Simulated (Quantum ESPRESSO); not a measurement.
# How uniaxial strain moves the moments of MnGe

How does uniaxial strain change the magnetic state of MnGe?

Main program and level: Quantum ESPRESSO 7.5; LDA; plane waves with GBRV 1.5 LDA potentials, no spin-orbit coupling.

### Step 1. The structure

The structure is cubic, space group P2_13 (No. 198). Conventional cell: a = 4.725 Å, b = 4.725 Å, c = 4.725 Å, α = 90.00°, β = 90.00°, γ = 90.00°. Mn has 7 Ge at 2.41 to 2.65 Å nearest. Ge has 7 Mn at 2.41 to 2.65 Å nearest. Farther neighbours are not listed.

The cell comes from Materials Project 2023-11-01, a database of computed structures, and need not be the stable phase.

### Step 2. Factor along z 0.94, ferro ++++

Lengths along Cartesian z scale by the factor. Atoms keep their fractional places. Seeded atoms are those given a starting moment.

Contents of pw.in:

```
&CONTROL
  calculation = 'scf'
  prefix = 'pwscf'
  outdir = './tmp'
  pseudo_dir = './pseudo'
  disk_io = 'nowf'
  tprnfor = .true.
  tstress = .true.
/
&SYSTEM
  ibrav = 0
  celldm(1) = 8
  nat = 8
  ntyp = 2
  ecutwfc = 40
  ecutrho = 280
  nbnd = 79
  occupations = 'smearing'
  smearing = 'fd'
  degauss = 0.00367493
  nspin = 2
  starting_magnetization(1) = 0.2333
  starting_magnetization(2) = 0
/
&ELECTRONS
  conv_thr = 1.6d-08
  electron_maxstep = 150
  mixing_beta = 0.3
/
ATOMIC_SPECIES
Mn     54.9380 mn_lda_v1.5.uspp.F.UPF
Ge     72.6300 ge_lda_v1.4.uspp.F.UPF
CELL_PARAMETERS alat
   1.1161202151773    0.0000000000000    0.0000000000000
   0.0000000000000    1.1161202151773    0.0000000000000
   0.0000000000000    0.0000000000000    1.0491530022667
ATOMIC_POSITIONS crystal
Mn      0.6371118200    0.1371118200    0.3628881800
Mn      0.1371118200    0.3628881800    0.6371118200
Mn      0.3628881800    0.6371118200    0.1371118200
Mn      0.8628881800    0.8628881800    0.8628881800
Ge      0.3423633700    0.8423633700    0.6576366300
Ge      0.8423633700    0.6576366300    0.3423633700
Ge      0.6576366300    0.3423633700    0.8423633700
Ge      0.1576366300    0.1576366300    0.1576366300
K_POINTS automatic
6 6 6 0 0 0
```

The run is started by

```sh
> OMP_NUM_THREADS=1 mpirun -n 4 pw.x -nk 4 -in pw.in > pw.out
```

Log:

```text
Program PWSCF v.7.5 starts

     Message from routine setup:
     using ibrav=0 with symmetry is DISCOURAGED, use correct ibrav instead

     K-points division:     npool     =       4
     Subspace diagonalization in iterative solution of the eigenvalue problem:

     bravais-lattice index     =            0
     lattice parameter (alat)  =       8.0000  a.u.
     unit-cell volume          =     669.1612 (a.u.)^3
     number of atoms/cell      =            8
     number of atomic types    =            2
     number of electrons       =       116.00
     number of Kohn-Sham states=           79
     kinetic-energy cutoff     =      40.0000  Ry
     charge density cutoff     =     280.0000  Ry
     scf convergence threshold =      1.6E-08
     mixing beta               =       0.3000
     number of iterations used =            8  plain     mixing
     Exchange-correlation=  SLA  PZ   NOGX NOGC
                           (   1   1   0   0   0   0   0)

     celldm(1)=   8.000000  celldm(2)=   0.000000  celldm(3)=   0.000000
     celldm(4)=   0.000000  celldm(5)=   0.000000  celldm(6)=   0.000000

     crystal axes: (cart. coord. in units of alat)
               a(1) = (   1.116120   0.000000   0.000000 )
               a(2) = (   0.000000   1.116120   0.000000 )
               a(3) = (   0.000000   0.000000   1.049153 )

     reciprocal axes: (cart. coord. in units 2 pi/alat)
               b(1) = (  0.895961  0.000000  0.000000 )
               b(2) = (  0.000000  0.895961  0.000000 )
               b(3) = (  0.000000  0.000000  0.953150 )

     PseudoPot. # 1 for Mn read from file:
     mn_lda_v1.5.uspp.F.UPF
     Pseudo is Ultrasoft + core correction, Zval = 15.0

     PseudoPot. # 2 for Ge read from file:
     ge_lda_v1.4.uspp.F.UPF
     Pseudo is Ultrasoft + core correction, Zval = 14.0

     atomic species   valence    mass     pseudopotential
     Mn               15.00    54.93800     Mn( 1.00)
     Ge               14.00    72.63000     Ge( 1.00)

     Starting magnetic structure
     atomic species   magnetization
     Mn              0.233
     Ge              0.000

      4 Sym. Ops. (no inversion) found ( 3 have fractional translation)

   Cartesian axes

     site n.     atom                  positions (alat units)
         1        Mn     tau(   1) = (   0.7110934   0.1530333   0.3807252  )
         2        Mn     tau(   2) = (   0.1530333   0.4050268   0.6684278  )
         3        Mn     tau(   3) = (   0.4050268   0.7110934   0.1438513  )
         4        Mn     tau(   4) = (   0.9630869   0.9630869   0.9053017  )
         5        Ge     tau(   5) = (   0.3821187   0.9401788   0.6899614  )
         6        Ge     tau(   6) = (   0.9401788   0.7340015   0.3591916  )
         7        Ge     tau(   7) = (   0.7340015   0.3821187   0.8837681  )
         8        Ge     tau(   8) = (   0.1759414   0.1759414   0.1653849  )

     number of k points=    64  Fermi-Dirac smearing, width (Ry)=  0.0037
                       cart. coord. in units 2pi/alat
        k(    1) = (   0.0000000   0.0000000   0.0000000), wk =   0.0046296
        k(    2) = (   0.0000000   0.0000000   0.1588583), wk =   0.0092593
        k(    3) = (   0.0000000   0.0000000   0.3177166), wk =   0.0092593
        k(    4) = (   0.0000000   0.0000000  -0.4765749), wk =   0.0046296
        k(    5) = (   0.0000000   0.1493268   0.0000000), wk =   0.0092593
        [... 59 further k-points ...]

     Dense  grid:    53025 G-vectors     FFT dimensions: (  48,  48,  48)

     Smooth grid:    22909 G-vectors     FFT dimensions: (  36,  36,  36)

     Check: negative core charge=   -0.000040
     Generating pointlists ...
     new r_m :   0.2282 (alat units)  1.8256 (a.u.) for type    1
     new r_m :   0.2282 (alat units)  1.8256 (a.u.) for type    2

     Initial potential from superposition of free atoms

     starting charge     113.9969, renormalised to     116.0000
     Starting wfcs are   88 randomized atomic wfcs

     Self-consistent Calculation

     iteration #  1     ecut=    40.00 Ry     beta= 0.30
     Davidson diagonalization with overlap
     ethr =  1.00E-02,  avg # of iterations =  3.8

     total energy              =   -1696.94300889 Ry
     estimated scf accuracy    <       1.88429614 Ry

     total magnetization       =     8.05 Bohr mag/cell
     absolute magnetization    =     9.24 Bohr mag/cell

     iteration #  2     ecut=    40.00 Ry     beta= 0.30
     Davidson diagonalization with overlap
     ethr =  1.62E-03,  avg # of iterations =  2.0

     total energy              =   -1697.09753670 Ry
     estimated scf accuracy    <       0.53906706 Ry

     total magnetization       =     8.24 Bohr mag/cell
     absolute magnetization    =     9.54 Bohr mag/cell

     [... further iterations left out ...]

     iteration # 15     ecut=    40.00 Ry     beta= 0.30
     Davidson diagonalization with overlap
     ethr =  5.97E-09,  avg # of iterations =  2.6

     total energy              =   -1697.20218117 Ry
     estimated scf accuracy    <       0.00000010 Ry

     total magnetization       =     4.07 Bohr mag/cell
     absolute magnetization    =     4.66 Bohr mag/cell

     iteration # 16     ecut=    40.00 Ry     beta= 0.30
     Davidson diagonalization with overlap
     ethr =  8.26E-11,  avg # of iterations =  3.2

     Magnetic moment per site  (integrated on atomic sphere of radius R)
     atom   1 (R=0.228)  charge= 13.0934  magn=  1.0319
     atom   2 (R=0.228)  charge= 13.0934  magn=  1.0319
     atom   3 (R=0.228)  charge= 13.0934  magn=  1.0319
     atom   4 (R=0.228)  charge= 13.0934  magn=  1.0319
     atom   5 (R=0.228)  charge= 11.6783  magn= -0.0370
     atom   6 (R=0.228)  charge= 11.6783  magn= -0.0370
     atom   7 (R=0.228)  charge= 11.6783  magn= -0.0370
     atom   8 (R=0.228)  charge= 11.6783  magn= -0.0370

     End of self-consistent calculation

     Number of k-points >= 100: set verbosity='high' to print the bands.

     the Fermi energy is    17.1911 ev

!    total energy              =   -1697.20218147 Ry
     estimated scf accuracy    <       0.00000002 Ry
     smearing contrib. (-TS)   =      -0.00455918 Ry
     internal energy E=F+TS    =   -1697.19762229 Ry

     The total energy is F=E-TS. E is the sum of the following terms:
     one-electron contribution =    -719.54340448 Ry
     hartree contribution      =     461.98756150 Ry
     xc contribution           =    -334.93044314 Ry
     ewald contribution        =   -1104.71133617 Ry

     total magnetization       =     4.06 Bohr mag/cell
     absolute magnetization    =     4.65 Bohr mag/cell

     convergence has been achieved in  16 iterations

     Forces acting on atoms (cartesian axes, Ry/au):

     atom    1 type  1   force =    -0.00360634   -0.01476119   -0.00250779
     atom    2 type  1   force =    -0.00360634    0.01476119    0.00250779
     atom    3 type  1   force =     0.00360634   -0.01476119    0.00250779
     atom    4 type  1   force =     0.00360634    0.01476119   -0.00250779
     atom    5 type  2   force =     0.00055408    0.00030896   -0.00614405
     atom    6 type  2   force =     0.00055408   -0.00030896    0.00614405
     atom    7 type  2   force =    -0.00055408    0.00030896    0.00614405
     atom    8 type  2   force =    -0.00055408   -0.00030896   -0.00614405

     Total force =     0.033187     Total SCF correction =     0.000323

     Computing stress (Cartesian axis) and pressure

          total   stress  (Ry/bohr**3)                   (kbar)     P=      -39.10
  -0.00064114   0.00000000   0.00000000          -94.32        0.00        0.00
   0.00000000  -0.00059991   0.00000000            0.00      -88.25        0.00
   0.00000000   0.00000000   0.00044366            0.00        0.00       65.26

=------------------------------------------------------------------------------=
   JOB DONE.
=------------------------------------------------------------------------------=
```

Wall time 3.6 min (4 MPI ranks of Intel Xeon 6975P-C (Granite Rapids), shared host); peak memory 0.95 GiB; 14 min of CPU time.

Spin moment in the atom's sphere by atom:

| atom | spin moment in the atom's sphere (μB) |
| --- | --- |
| Mn1 | 1.03 |
| Mn2 | 1.03 |
| Mn3 | 1.03 |
| Mn4 | 1.03 |
| Ge5 | -0.04 |
| Ge6 | -0.04 |
| Ge7 | -0.04 |
| Ge8 | -0.04 |

This step gave:

```
smearing term TS       : 0.06203 eV
pressure               : -3.91 GPa
magnetization          : 4.065 μB
absolute magnetization : 4.648 μB
final state            : ferromagnetic
```

### Step 3. Factor along z 0.94, antiferro ++--

pw.in, as its differences from that of step 2:

```diff
@@ -13,6 +13,6 @@
   nat = 8
-  ntyp = 2
+  ntyp = 3
   ecutwfc = 40
   ecutrho = 280
-  nbnd = 79
+  nbnd = 72
   occupations = 'smearing'
@@ -22,3 +22,4 @@
   starting_magnetization(1) = 0.2333
-  starting_magnetization(2) = 0
+  starting_magnetization(2) = -0.2333
+  starting_magnetization(3) = 0
 /
@@ -30,3 +31,4 @@
 ATOMIC_SPECIES
-Mn     54.9380 mn_lda_v1.5.uspp.F.UPF
+Mn1    54.9380 mn_lda_v1.5.uspp.F.UPF
+Mn2    54.9380 mn_lda_v1.5.uspp.F.UPF
 Ge     72.6300 ge_lda_v1.4.uspp.F.UPF
@@ -37,6 +39,6 @@
 ATOMIC_POSITIONS crystal
-Mn      0.6371118200    0.1371118200    0.3628881800
-Mn      0.1371118200    0.3628881800    0.6371118200
-Mn      0.3628881800    0.6371118200    0.1371118200
-Mn      0.8628881800    0.8628881800    0.8628881800
+Mn1     0.6371118200    0.1371118200    0.3628881800
+Mn1     0.1371118200    0.3628881800    0.6371118200
+Mn2     0.3628881800    0.6371118200    0.1371118200
+Mn2     0.8628881800    0.8628881800    0.8628881800
 Ge      0.3423633700    0.8423633700    0.6576366300
```

Log:

```text
     [... lines left out ...]
Program PWSCF v.7.5 starts
     [... lines left out ...]
     number of atoms/cell      =            8
     [... lines left out ...]
     number of electrons       =       116.00
     number of Kohn-Sham states=           72
     kinetic-energy cutoff     =      40.0000  Ry
     charge density cutoff     =     280.0000  Ry
     scf convergence threshold =      1.6E-08
     [... lines left out ...]
      2 Sym. Ops. (no inversion) found ( 1 have fractional translation)
     [... lines left out ...]
     number of k points=    80  Fermi-Dirac smearing, width (Ry)=  0.0037
     [... lines left out ...]
     iteration # 18     ecut=    40.00 Ry     beta= 0.30
     [... lines left out ...]
     Magnetic moment per site  (integrated on atomic sphere of radius R)
     atom   1 (R=0.228)  charge= 13.0944  magn=  0.7043
     atom   2 (R=0.228)  charge= 13.0944  magn=  0.7043
     atom   3 (R=0.228)  charge= 13.0941  magn= -0.7079
     atom   4 (R=0.228)  charge= 13.0941  magn= -0.7079
     atom   5 (R=0.228)  charge= 11.6782  magn=  0.0002
     atom   6 (R=0.228)  charge= 11.6782  magn=  0.0002
     atom   7 (R=0.228)  charge= 11.6779  magn= -0.0001
     atom   8 (R=0.228)  charge= 11.6779  magn= -0.0001
     [... lines left out ...]
     the Fermi energy is    17.1274 ev
!    total energy              =   -1697.19361367 Ry
     estimated scf accuracy    <          9.4E-09 Ry
     smearing contrib. (-TS)   =      -0.00559624 Ry
     [... lines left out ...]
     total magnetization       =    -0.01 Bohr mag/cell
     absolute magnetization    =     3.15 Bohr mag/cell
     convergence has been achieved in  18 iterations
     [... lines left out ...]
     Total force =     0.034448     Total SCF correction =     0.000085
     [... lines left out ...]
          total   stress  (Ry/bohr**3)                   (kbar)     P=      -51.41
     [... lines left out ...]
```

The job ended after 4.4 min (4 MPI ranks; peak memory 0.99 GiB).

Spin moment in the atom's sphere by atom:

| atom | spin moment in the atom's sphere (μB) |
| --- | --- |
| Mn1 | 0.704 |
| Mn2 | 0.704 |
| Mn3 | -0.708 |
| Mn4 | -0.708 |
| Ge5 | 0.000 |
| Ge6 | 0.000 |
| Ge7 | 0.000 |
| Ge8 | 0.000 |

Numbers from this step:

* smearing term TS: 0.07614 eV
* pressure: -5.141 GPa
* magnetization: -0.007 μB
* absolute magnetization: 3.152 μB
* final state: antiferromagnetic

### Step 4. Factor along z 0.94, no spin polarisation

Contents of pw.in:

```
&CONTROL
  calculation = 'scf'
  prefix = 'pwscf'
  outdir = './tmp'
  pseudo_dir = './pseudo'
  disk_io = 'nowf'
  tprnfor = .true.
  tstress = .true.
/
&SYSTEM
  ibrav = 0
  celldm(1) = 8
  nat = 8
  ntyp = 2
  ecutwfc = 40
  ecutrho = 280
  nbnd = 72
  occupations = 'smearing'
  smearing = 'fd'
  degauss = 0.00367493
/
&ELECTRONS
  conv_thr = 1.6d-08
  electron_maxstep = 150
  mixing_beta = 0.3
/
ATOMIC_SPECIES
Mn     54.9380 mn_lda_v1.5.uspp.F.UPF
Ge     72.6300 ge_lda_v1.4.uspp.F.UPF
CELL_PARAMETERS alat
   1.1161202151773    0.0000000000000    0.0000000000000
   0.0000000000000    1.1161202151773    0.0000000000000
   0.0000000000000    0.0000000000000    1.0491530022667
ATOMIC_POSITIONS crystal
Mn      0.6371118200    0.1371118200    0.3628881800
Mn      0.1371118200    0.3628881800    0.6371118200
Mn      0.3628881800    0.6371118200    0.1371118200
Mn      0.8628881800    0.8628881800    0.8628881800
Ge      0.3423633700    0.8423633700    0.6576366300
Ge      0.8423633700    0.6576366300    0.3423633700
Ge      0.6576366300    0.3423633700    0.8423633700
Ge      0.1576366300    0.1576366300    0.1576366300
K_POINTS automatic
6 6 6 0 0 0
```

Log:

```text
     [... lines left out ...]
Program PWSCF v.7.5 starts
     [... lines left out ...]
     number of atoms/cell      =            8
     [... lines left out ...]
     number of electrons       =       116.00
     number of Kohn-Sham states=           72
     kinetic-energy cutoff     =      40.0000  Ry
     charge density cutoff     =     280.0000  Ry
     scf convergence threshold =      1.6E-08
     [... lines left out ...]
      4 Sym. Ops. (no inversion) found ( 3 have fractional translation)
     [... lines left out ...]
     number of k points=    64  Fermi-Dirac smearing, width (Ry)=  0.0037
     [... lines left out ...]
     iteration # 11     ecut=    40.00 Ry     beta= 0.30
     [... lines left out ...]
     the Fermi energy is    17.0780 ev
!    total energy              =   -1697.19154770 Ry
     estimated scf accuracy    <          4.6E-10 Ry
     smearing contrib. (-TS)   =      -0.00656018 Ry
     [... lines left out ...]
     convergence has been achieved in  11 iterations
     [... lines left out ...]
     Total force =     0.038104     Total SCF correction =     0.000047
     [... lines left out ...]
          total   stress  (Ry/bohr**3)                   (kbar)     P=      -63.28
     [... lines left out ...]
```

Elapsed: 71 s, on 4 MPI ranks; peak memory 0.61 GiB.

Read from the output:

- smearing term TS: 0.08926 eV
- pressure: -6.328 GPa
- final state: non-magnetic (no spin polarisation)

(Part 1 of 2 ends here.)

[Logs and program files are shortened in this print: banners, set-up blocks, solver, clock and traceback lines can be left out without a mark of their own.]

[Logs are printed without paths, hosts, clocks, repeated set-up lines and the standing remarks that a program may print on its own settings, such as how far it seeks lower states.]

[Hosts, paths, dates, database ids (printed as entryN), source tags and the programs' standing remarks are cut or masked in the printed files.]

[Where a cell is said to come from a database of computed structures, the database is the Materials Project.]
